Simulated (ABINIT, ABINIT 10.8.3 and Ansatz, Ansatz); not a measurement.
**Excitons of BaMg2Sb2 (P-3m1): kernels and approximations**

Wanted: excitons and ε₂ of BaMg2Sb2 (P-3m1), with cost.

Calculated with ABINIT 10.8.3 and Ansatz 0.2.0; LDA and many-body steps on it, plane waves.

Most raw output is cut from this account.

### 1. The starting structure

Symmetry: P-3m1, No. 164, trigonal system. Conventional cell: a = 4.770 Å, b = 4.770 Å, c = 8.100 Å, α = 90.00°, β = 90.00°, γ = 120.00°. Nearest to Ba lie 6 Sb at 3.51 Å. Mg has 4 Sb at 2.89 Å nearest. Nearest to Sb lie 4 Mg at 2.89 Å and 3 Ba at 3.51 Å. Farther neighbours are not listed.

The cell and positions come from the Crystallography Open Database and are kept as given unless a step says otherwise. Spin-orbit coupling is left out unless a step names it.

### 2. Empty states on the mesh, 3×3×1 mesh, 126 bands

This step: ABINIT 10.8.3; DFT, LDA, plane waves, norm-conserving pseudopotentials.

The sums over transitions need many empty states on a uniform mesh; this step solves for them.

run.abi

```
acell 3*1.0 Angstrom
rprim 
  4.770000000028 -0.000000000006 0.000000000000
  -2.385000000008 4.130941176079 0.000000000000
  0.000000000000 0.000000000000 8.100000000000
ntypat 3
znucl 56 12 51
natom 5
typat 1 2 2 3 3
xred 
  0.000000000000 0.000000000000 0.000000000000
  0.333333333333 0.666666666667 0.624700000000
  0.666666666667 0.333333333333 0.375300000000
  0.333333333333 0.666666666667 0.268000000000
  0.666666666667 0.333333333333 0.732000000000
pp_dirpath "pseudos"
pseudos "Ba.upf, Mg.upf, Sb.upf"
ecut 40
ngkpt 3 3 1
nshiftk 1
shiftk 0 0 0
kptopt 1
chksymbreak 0
iscf -2
irdden 1
istwfk *1
nband 126
nbdbuf 10
tolwfr 1e-09
nstep 60
prtvol 0
indata_prefix "in"
outdata_prefix "out"
tmpdata_prefix "tmp"
```

On the command line:

```sh
> OMP_NUM_THREADS=1 mpirun -n 3 abinit run.abi > log
```

Run time: 67 s. Hardware: 3 MPI ranks of Intel Xeon Platinum 8375C at 2.90GHz (Ice Lake), shared host; peak memory 0.43 GiB; 3.3 min of CPU time.

This step gave:

| Item | Value |
| --- | --- |
| gap | 1.039 eV |
| k of the valence top | 0, 0, 0 |
| k of the conduction bottom | 0.3333, 0, 0 |
| least direct gap | 1.421 eV |
| k points computed | 3 |
| lowest point of the top converged band, above the valence top | 28.79 eV |

On this mesh the gap is 1.039 eV.

The density comes from a self-consistent run that is not shown.

### 3. Screening, 3×3×1 mesh, 116 bands, screening to 98 eV

The RPA dielectric matrix is built and inverted for each q.

This step: RPA screening on LDA, plane waves, norm-conserving pseudopotentials.

run.abi, as its differences from that of step 2:

```diff
@@ -23,10 +23,11 @@
 chksymbreak 0
-iscf -2
-irdden 1
 istwfk *1
-nband 126
-nbdbuf 10
-tolwfr 1e-09
-nstep 60
-prtvol 0
+occopt 1
+irdwfk 1
+optdriver 3
+nband 116
+ecuteps 3.6
+inclvkb 2
+awtr 1
+symchi 1
 indata_prefix "in"
```

On the command line:

```sh
> OMP_NUM_THREADS=1 mpirun -n 4 abinit run.abi > log
```

The job ended after 36 s (4 MPI ranks; peak memory 1.3 GiB).

Numbers from this step:

```
ε∞ with local fields, on this mesh, along the program's q direction : 18.58
the same without local fields                                       : 21.01
plasma frequency                                                    : 25.62 eV
plane waves in the screening matrix                                 : 337
```

Local fields lower ε∞ by 12 %. On a Γ-centred mesh this coarse the value itself is usually too large, while a short band sum pulls it down.

### 4. Self-energy, 3×3×1 mesh, 116 bands, screening to 98 eV

The self-energy is evaluated for the states that the input lists, and the levels follow from it, in one-shot runs by the linearised quasiparticle equation.

This step: G0W0 on LDA, plane waves, norm-conserving pseudopotentials.

run.abi, as its differences from that of step 3:

```diff
@@ -26,8 +26,17 @@
 irdwfk 1
-optdriver 3
+optdriver 4
 nband 116
+gwcalctyp 0
+ecutsigx 40
+symsigma 1
+nkptgw 2
+kptgw 
+  0.0000000000 0.0000000000 0.0000000000
+  0.3333333333 0.0000000000 0.0000000000
+bdgw 
+  37 40
+  37 40
 ecuteps 3.6
-inclvkb 2
-awtr 1
-symchi 1
+irdscr 1
+ppmodel 1
 indata_prefix "in"
```

It took 12 s on 4 MPI ranks; peak memory 1.1 GiB.

Numbers from this step:

```
G0W0 gap on the points computed              : 1.316 eV
starting gap on the mesh                     : 1.039 eV
k of the valence top                         : 0, 0, 0
k of the conduction bottom                   : 0.3333, 0, 0
least direct G0W0 gap on the computed points : 1.929 eV
```

The gap on the mesh goes from 1.04 eV to 1.32 eV, a correction of +0.28 eV.

The gap opens by 0.277 eV; the next steps shift the empty bands rigidly by 0.277 eV. The least direct G0W0 gap is 1.929 eV, so this shift leaves the direct transitions −0.23 eV off.

### 5. Excitons

Optical absorption needs the electron-hole interaction, solved here in a basis of vertical transitions on the mesh.

This step: Bethe-Salpeter equation on LDA with a scissors shift, plane waves, norm-conserving pseudopotentials.

run.abi, as its differences from that of step 4:

```diff
@@ -26,17 +26,17 @@
 irdwfk 1
-optdriver 4
-nband 116
-gwcalctyp 0
-ecutsigx 40
-symsigma 1
-nkptgw 2
-kptgw 
-  0.0000000000 0.0000000000 0.0000000000
-  0.3333333333 0.0000000000 0.0000000000
-bdgw 
-  37 40
-  37 40
+optdriver 99
+bs_calctype 1
+mbpt_sciss 0.277 eV
+bs_loband 33
+nband 49
+bs_exchange_term 1
+bs_coulomb_term 11
+bs_coupling 0
+bs_algorithm 1
+bs_freq_mesh 0 8 0.05 eV
+zcut 0.15 eV
 ecuteps 3.6
+ecutwfn 20
+inclvkb 2
 irdscr 1
-ppmodel 1
 indata_prefix "in"
```

The job ended after 24 s (4 MPI ranks; peak memory 0.54 GiB; 97 s of CPU time).

This step gave:

```
direct gap of the transition levels                            : 1.698 eV
transitions in the window                                      : 594
first strong exciton (over a fiftieth of the strongest listed) : 1.557 eV
lowest state                                                   : 1.557 eV
binding of the lowest state below the direct gap               : 0.1415 eV
Coulomb term of one mesh cell                                  : 0.1950 eV
```

The binding is 0.73 times the screened Coulomb term of one mesh cell (0.20 eV), so it is not shown settled.

The lowest state lies at 1.557 eV, 0.141 eV under the direct gap.

Lines within 3 meV are set at the lowest of them, and the highest group, which the list may cut short, is left out. Lines of the exciton spectrum (strongest = 100):

| position (eV) | lines merged | oscillator strength, relative |
| --- | --- | --- |
| 1.557 | 2 | 100 |
| 1.577 | 2 | 1.1 |
| 1.584 | 1 | 95 |
| 1.675 | 1 | 0.0 |
| 1.944 | 1 | 0.0 |
| 1.983 | 2 | 0.0 |
| 2.059 | 2 | 92 |
| 2.068 | 1 | 0.0 |
| 2.161 | 2 | 0.0 |

The ε₂ has structure finer than the step of the table below, so its rows give means over 0.2 eV, whole bins alone (the curve runs from 0 to 7.95 eV). Peaks (eV: height): BSE 1.55: 38.4, 2.35: 33.1, 4.65: 15.3; no electron-hole interaction 1.70: 31.0, 2.55: 38.5, 4.80: 18.0; Kohn-Sham, no shift 1.45: 31.5, 2.30: 38.3, 4.50: 17.9.

Mean over the three Cartesian directions of q; broadening 0.15 eV; transition window only. Limits: finite bands, cutoff and mesh; no spin-orbit coupling; coarse k mesh; exciton not shown settled in the k mesh. The ε₂ by photon energy; means over each step:

| photon energy (eV) | BSE | no electron-hole interaction | Kohn-Sham, no shift |
| --- | --- | --- | --- |
| 0.2 | 0.281 | 0.191 | 0.300 |
| 0.4 | 0.609 | 0.406 | 0.657 |
| 0.6 | 1.05 | 0.681 | 1.16 |
| 0.8 | 1.76 | 1.08 | 2.04 |
| 1.0 | 3.12 | 1.74 | 3.99 |
| 1.2 | 6.57 | 3.10 | 10.3 |
| 1.4 | 19.1 | 6.91 | 26.8 |
| 1.6 | 34.4 | 20.5 | 19.2 |
| 1.8 | 19.7 | 25.2 | 14.5 |
| 2.0 | 25.9 | 14.1 | 21.4 |
| 2.2 | 32.5 | 18.1 | 33.1 |
| 2.4 | 28.8 | 28.3 | 31.2 |
| 2.6 | 15.2 | 35.3 | 19.7 |
| 2.8 | 12.2 | 23.3 | 12.5 |
| 3.0 | 10.7 | 14.7 | 12.4 |
| 3.2 | 12.9 | 12.3 | 9.60 |
| 3.4 | 9.95 | 10.6 | 12.1 |
| 3.6 | 10.0 | 10.9 | 10.8 |
| 3.8 | 7.34 | 11.9 | 9.67 |
| 4.0 | 8.91 | 9.28 | 11.1 |
| 4.2 | 10.1 | 11.1 | 13.1 |
| 4.4 | 11.2 | 11.5 | 17.1 |
| 4.6 | 14.2 | 16.1 | 15.8 |
| 4.8 | 11.7 | 17.3 | 9.33 |
| 5.0 | 7.04 | 11.4 | 7.13 |
| 5.2 | 5.41 | 7.87 | 5.93 |
| 5.4 | 4.83 | 6.13 | 4.59 |
| 5.6 | 4.78 | 5.38 | 3.01 |
| 5.8 | 3.14 | 3.46 | 2.16 |
| 6.0 | 2.12 | 2.43 | 2.28 |
| 6.2 | 2.32 | 2.10 | 3.49 |
| 6.4 | 3.45 | 2.93 | 3.65 |
| 6.6 | 3.00 | 3.93 | 2.26 |
| 6.8 | 2.06 | 2.77 | 1.79 |
| 7.0 | 2.31 | 1.84 | 2.18 |
| 7.2 | 2.72 | 1.98 | 2.35 |
| 7.4 | 3.07 | 2.44 | 1.51 |
| 7.6 | 1.94 | 1.87 | 0.820 |
| 7.8 | 1.03 | 1.04 | 0.512 |

### 6. Triplet (no exchange term)

run.abi, as its differences from that of step 5:

```diff
@@ -29,5 +29,5 @@
 mbpt_sciss 0.277 eV
-bs_loband 33
-nband 49
-bs_exchange_term 1
+bs_loband 34
+nband 47
+bs_exchange_term 0
 bs_coulomb_term 11
@@ -35,3 +35,3 @@
 bs_algorithm 1
-bs_freq_mesh 0 8 0.05 eV
+bs_freq_mesh 0 6 0.05 eV
 zcut 0.15 eV
```

Wall time 15 s (4 MPI ranks); peak memory 0.54 GiB; 58 s of CPU time.

The lowest triplet lies at 1.520 eV; triplets are dark, so no spectrum is read.

### 7. Beyond Tamm-Dancoff

run.abi, as its differences from that of step 6:

```diff
@@ -31,5 +31,5 @@
 nband 47
-bs_exchange_term 0
+bs_exchange_term 1
 bs_coulomb_term 11
-bs_coupling 0
+bs_coupling 1
 bs_algorithm 1
```

It took 24 s on 4 MPI ranks; peak memory 0.55 GiB.

This step gave:

```
direct gap of the transition levels              : 1.698 eV
transitions in the window                        : 405
lowest state                                     : 1.56 eV
binding of the lowest state below the direct gap : 0.1380 eV
Coulomb term of one mesh cell                    : 0.1950 eV
```

The binding is 0.71 times the screened Coulomb term of one mesh cell (0.20 eV), so it is not shown settled.

The lowest state lies at 1.560 eV, 0.138 eV under the direct gap.

Mean over the three Cartesian directions of q; broadening 0.15 eV; transition window only. Limits: finite bands, cutoff and mesh; no spin-orbit coupling; coarse k mesh; exciton not shown settled in the k mesh. The ε₂ by photon energy; read off at these points:

| photon energy (eV) | BSE | no electron-hole interaction | Kohn-Sham, no shift |
| --- | --- | --- | --- |
| 0.00 | 0 | 0 | 0 |
| 0.15 | 0.200 | 0.141 | 0.22 |
| 0.30 | 0.417 | 0.292 | 0.462 |
| 0.50 | 0.775 | 0.529 | 0.872 |
| 0.65 | 1.14 | 0.758 | 1.31 |
| 0.80 | 1.68 | 1.07 | 2.00 |
| 0.95 | 2.53 | 1.51 | 3.21 |
| 1.15 | 4.96 | 2.58 | 7.33 |
| 1.30 | 9.77 | 4.27 | 17.4 |
| 1.45 | 23.8 | 8.32 | 31.5 |
| 1.55 | 37.5 | 14.7 | 22.9 |
| 1.60 | 37.3 | 20.1 | 18.0 |
| 1.75 | 20.3 | 30.7 | 13.2 |
| 1.95 | 21.0 | 14.1 | 18.7 |
| 2.10 | 30.5 | 14.7 | 26.7 |
| 2.25 | 31.1 | 19.7 | 37.5 |
| 2.30 | 31.4 | 22.5 | 38.3 |
| 2.40 | 28.4 | 27.8 | 31.0 |
| 2.55 | 15.5 | 38.5 | 21.4 |
| 2.75 | 11.9 | 26.0 | 13.2 |
| 2.90 | 9.76 | 18.9 | 11.8 |
| 3.05 | 10.4 | 12.4 | 12.4 |
| 3.15 | 13.1 | 11.4 | 9.59 |
| 3.20 | 12.7 | 12.2 | 9.01 |
| 3.40 | 8.86 | 10.2 | 12.7 |
| 3.55 | 9.83 | 9.61 | 11.8 |
| 3.70 | 8.27 | 12.8 | 8.90 |
| 3.85 | 6.19 | 11.5 | 10.4 |
| 4.00 | 8.10 | 8.77 | 11.1 |
| 4.20 | 9.02 | 11.6 | 12.9 |
| 4.35 | 9.47 | 10.5 | 16.8 |
| 4.50 | 11.5 | 13.8 | 17.8 |
| 4.65 | 14.1 | 16.9 | 14.0 |
| 4.80 | 10.6 | 17.9 | 8.85 |
| 5.00 | 6.15 | 10.9 | 7.00 |
| 5.15 | 4.96 | 8.06 | 5.75 |
| 5.30 | 3.91 | 6.68 | 5.60 |
| 5.45 | 4.43 | 5.78 | 3.73 |
| 5.65 | 3.63 | 4.74 | 2.32 |
| 5.80 | 2.02 | 2.99 | 1.77 |
| 5.95 | 1.54 | 2.22 | 1.85 |

### 8. Dielectric constant by perturbation theory

This step: Ansatz 0.2.0; DFT, LDA, linear response to an electric field, plane waves, PAW.

ε∞ sets how strongly the crystal screens. Perturbation theory gives it with local fields and without a sum over empty bands.

input.yaml

```yaml
crystal:
  lattice:
    - [4.77, 0.0, 0.0]
    - [-2.385, 4.1309411761, 0.0]
    - [0.0, 0.0, 8.1]
  atoms:
    - { symbol: Ba, position: [0.0, 0.0, 0.0] }
    - { symbol: Mg, position: [0.3333333333, 0.6666666667, 0.6247] }
    - { symbol: Mg, position: [0.6666666667, 0.3333333333, 0.3753] }
    - { symbol: Sb, position: [0.3333333333, 0.6666666667, 0.268] }
    - { symbol: Sb, position: [0.6666666667, 0.3333333333, 0.732] }
kpoints:
  mp_grid: { grid: [6, 6, 4] }
hamiltonian:
  xc: lda
scf:
  occupations: { method: fixed }
dielectric: {}
```

On the command line:

```sh
> ansatz run input.yaml --threads 4 --pin off --max-ram 7372MiB --backend cpu --events-out ev --progress --plain --runs-dir out
```

Wall time 79 s (4 threads); peak memory 2.1 GiB.

The field response gives a mean ε∞ of 10.63, which the model screening below takes as its input.

### 9. Model screening

This step: ABINIT 10.8.3; Bethe-Salpeter equation on LDA with a scissors shift, plane waves, norm-conserving pseudopotentials.

run.abi, as its differences from that of step 7:

```diff
@@ -29,9 +29,9 @@
 mbpt_sciss 0.277 eV
-bs_loband 34
-nband 47
+bs_loband 33
+nband 49
 bs_exchange_term 1
-bs_coulomb_term 11
-bs_coupling 1
-bs_algorithm 1
-bs_freq_mesh 0 6 0.05 eV
+bs_coulomb_term 21
+bs_coupling 0
+bs_algorithm 2
+bs_freq_mesh 0 8 0.05 eV
 zcut 0.15 eV
@@ -40,3 +40,6 @@
 inclvkb 2
-irdscr 1
+mdf_epsinf 10.63
+irdden 1
+bs_haydock_niter 300
+bs_haydock_tol -0.02 0
 indata_prefix "in"
```

On the command line:

```sh
> OMP_NUM_THREADS=1 mpirun -n 4 abinit run.abi > log
```

Elapsed: 24 s, on 4 MPI ranks; peak memory 0.54 GiB.

This step gave:

| Item | Value |
| --- | --- |
| direct gap of the transition levels | 1.698 eV |
| transitions in the window | 594 |
| Coulomb term of one mesh cell | 0.3411 eV |

The ε₂ has structure finer than the step of the table below, so its rows give means over 0.25 eV, whole bins alone (the curve runs from 0 to 7.95 eV). Peaks (eV: height): BSE 1.450: 36.4, 2.250: 35.5, 4.550: 16.6; no electron-hole interaction 1.700: 31.0, 2.550: 38.5, 4.800: 18.0; Kohn-Sham, no shift 1.450: 31.5, 2.300: 38.3, 4.500: 17.9.

Mean over the three Cartesian directions of q; broadening 0.15 eV; transition window only. Limits: finite bands, cutoff and mesh; no spin-orbit coupling; coarse k mesh; exciton not shown settled in the k mesh. Table of ε₂ by photon energy; means over each step:

| photon energy (eV) | BSE | no electron-hole interaction | Kohn-Sham, no shift |
| --- | --- | --- | --- |
| 0.25 | 0.411 | 0.242 | 0.383 |
| 0.50 | 0.955 | 0.536 | 0.890 |
| 0.75 | 1.92 | 0.968 | 1.79 |
| 1.00 | 4.40 | 1.76 | 4.10 |
| 1.25 | 15.3 | 3.78 | 14.3 |
| 1.50 | 29.9 | 12.4 | 25.6 |
| 1.75 | 16.8 | 26.4 | 14.5 |
| 2.00 | 25.1 | 14.7 | 21.6 |
| 2.25 | 32.2 | 20.4 | 34.4 |
| 2.50 | 18.9 | 33.7 | 24.8 |
| 2.75 | 12.2 | 26.5 | 14.0 |
| 3.00 | 11.9 | 14.9 | 12.1 |
| 3.25 | 10.1 | 12.2 | 10.1 |
| 3.50 | 10.2 | 9.95 | 12.0 |
| 3.75 | 7.45 | 12.1 | 9.54 |
| 4.00 | 9.51 | 9.56 | 11.1 |
| 4.25 | 11.0 | 11.1 | 14.4 |
| 4.50 | 15.0 | 13.8 | 17.2 |
| 4.75 | 10.6 | 17.3 | 10.8 |
| 5.00 | 6.73 | 11.6 | 7.12 |
| 5.25 | 5.41 | 7.37 | 5.73 |
| 5.50 | 5.17 | 5.84 | 3.68 |
| 5.75 | 2.94 | 3.91 | 2.35 |
| 6.00 | 2.32 | 2.45 | 2.31 |
| 6.25 | 3.47 | 2.23 | 3.70 |
| 6.50 | 3.18 | 3.59 | 2.94 |
| 6.75 | 2.39 | 3.14 | 1.84 |
| 7.00 | 2.84 | 1.88 | 2.19 |
| 7.25 | 3.51 | 2.12 | 2.16 |
| 7.50 | 2.16 | 2.25 | 1.13 |
| 7.75 | 0.993 | 1.23 | 0.570 |

### 10. Empty states on the mesh, 3×3×2 mesh, 55 bands

This step: DFT, LDA, plane waves, norm-conserving pseudopotentials.

run.abi, as its differences from that of step 9:

```diff
@@ -18,28 +18,15 @@
 ecut 40
-ngkpt 3 3 1
+ngkpt 3 3 2
 nshiftk 1
-shiftk 0 0 0
-kptopt 1
+shiftk 0.11 0.21 0.31
+kptopt 3
 chksymbreak 0
+iscf -2
+irdden 1
 istwfk *1
-occopt 1
-irdwfk 1
-optdriver 99
-bs_calctype 1
-mbpt_sciss 0.277 eV
-bs_loband 33
-nband 49
-bs_exchange_term 1
-bs_coulomb_term 21
-bs_coupling 0
-bs_algorithm 2
-bs_freq_mesh 0 8 0.05 eV
-zcut 0.15 eV
-ecuteps 3.6
-ecutwfn 20
-inclvkb 2
-mdf_epsinf 10.63
-irdden 1
-bs_haydock_niter 300
-bs_haydock_tol -0.02 0
+nband 55
+nbdbuf 4
+tolwfr 1e-09
+nstep 60
+prtvol 0
 indata_prefix "in"
```

Wall time 90 s (4 MPI ranks); peak memory 0.61 GiB; 6 min of CPU time.

This step gave:

```
gap                                                           : 1.091 eV
k of the valence top                                          : 0.0367, 0.07, 0.155
k of the conduction bottom                                    : 0.0367, 0.4033, 0.155
least direct gap                                              : 1.715 eV
k points computed                                             : 18
lowest point of the top converged band, above the valence top : 6.049 eV
```

On this mesh the gap is 1.091 eV.

### 11. Denser, shifted k mesh (3×3×2)

This step: Bethe-Salpeter equation on LDA with a scissors shift, plane waves, norm-conserving pseudopotentials.

run.abi, as its differences from that of step 10:

```diff
@@ -23,10 +23,23 @@
 chksymbreak 0
-iscf -2
+istwfk *1
+occopt 1
+irdwfk 1
+optdriver 99
+bs_calctype 1
+mbpt_sciss 0.277 eV
+bs_loband 33
+nband 51
+bs_exchange_term 1
+bs_coulomb_term 21
+bs_coupling 0
+bs_algorithm 2
+bs_freq_mesh 0 8 0.05 eV
+zcut 0.15 eV
+ecuteps 3
+ecutwfn 20
+inclvkb 2
+mdf_epsinf 10.63
 irdden 1
-istwfk *1
-nband 55
-nbdbuf 4
-tolwfr 1e-09
-nstep 60
-prtvol 0
+bs_haydock_niter 300
+bs_haydock_tol -0.02 0
 indata_prefix "in"
```

Run time: 1.9 min. Hardware: 4 MPI ranks; peak memory 1.6 GiB.

This step gave:

* direct gap of the transition levels: 1.992 eV
* transitions in the window: 1404
* Coulomb term of one mesh cell: 0.2707 eV

### 12. Empty states on the mesh, 3×3×2 mesh, 55 bands

This step: DFT, LDA, plane waves, norm-conserving pseudopotentials.

run.abi, as its differences from that of step 11:

```diff
@@ -23,23 +23,10 @@
 chksymbreak 0
+iscf -2
+irdden 1
 istwfk *1
-occopt 1
-irdwfk 1
-optdriver 99
-bs_calctype 1
-mbpt_sciss 0.277 eV
-bs_loband 33
-nband 51
-bs_exchange_term 1
-bs_coulomb_term 21
-bs_coupling 0
-bs_algorithm 2
-bs_freq_mesh 0 8 0.05 eV
-zcut 0.15 eV
-ecuteps 3
-ecutwfn 20
-inclvkb 2
-mdf_epsinf 10.63
-irdden 1
-bs_haydock_niter 300
-bs_haydock_tol -0.02 0
+nband 55
+nbdbuf 4
+tolwfr 1e-09
+nstep 60
+prtvol 0
 indata_prefix "in"
```

The job ended after 88 s (4 MPI ranks; peak memory 0.61 GiB; 5.8 min of CPU time).

This step gave:

```yaml
gap: 1.091 eV
k_of_the_valence_top: 0.0367, 0.07, 0.155
k_of_the_conduction_bottom: 0.0367, 0.4033, 0.155
least_direct_gap: 1.715 eV
k_points_computed: 18
lowest_point_of_the_top_converged_band_above_the_valence_top: 6.049 eV
```

On this mesh the gap is 1.091 eV.

(Part 1 of 2 ends here.)

[Paths, hosts, dates, memory and timing lines, banners, echoed tables and standing remarks are left out of the program output.]

[Logs are printed without paths, hosts, clocks, repeated set-up lines and the standing remarks that a program may print on its own settings, such as how far it seeks lower states.]

[Runs of the session that timed out or met a known fault of the program may be left out.]

[No measured gap is set beside runs whose start may be inverted or whose files or cutoffs have a known fault.]

[Hosts, paths, dates, database ids (printed as entryN), source tags and the programs' standing remarks are cut or masked in the printed files.]

[G0W0 gaps are taken among the corrected bands and points alone; a level outside them can change the order at an edge.]

[Where Ansatz stands beside ABINIT at settings called matched, ABINIT's density can come from a denser mesh and the files from another edition; pairs whose starting gaps differed by over 0.03 eV were left out, so agreement reads better than it is.]
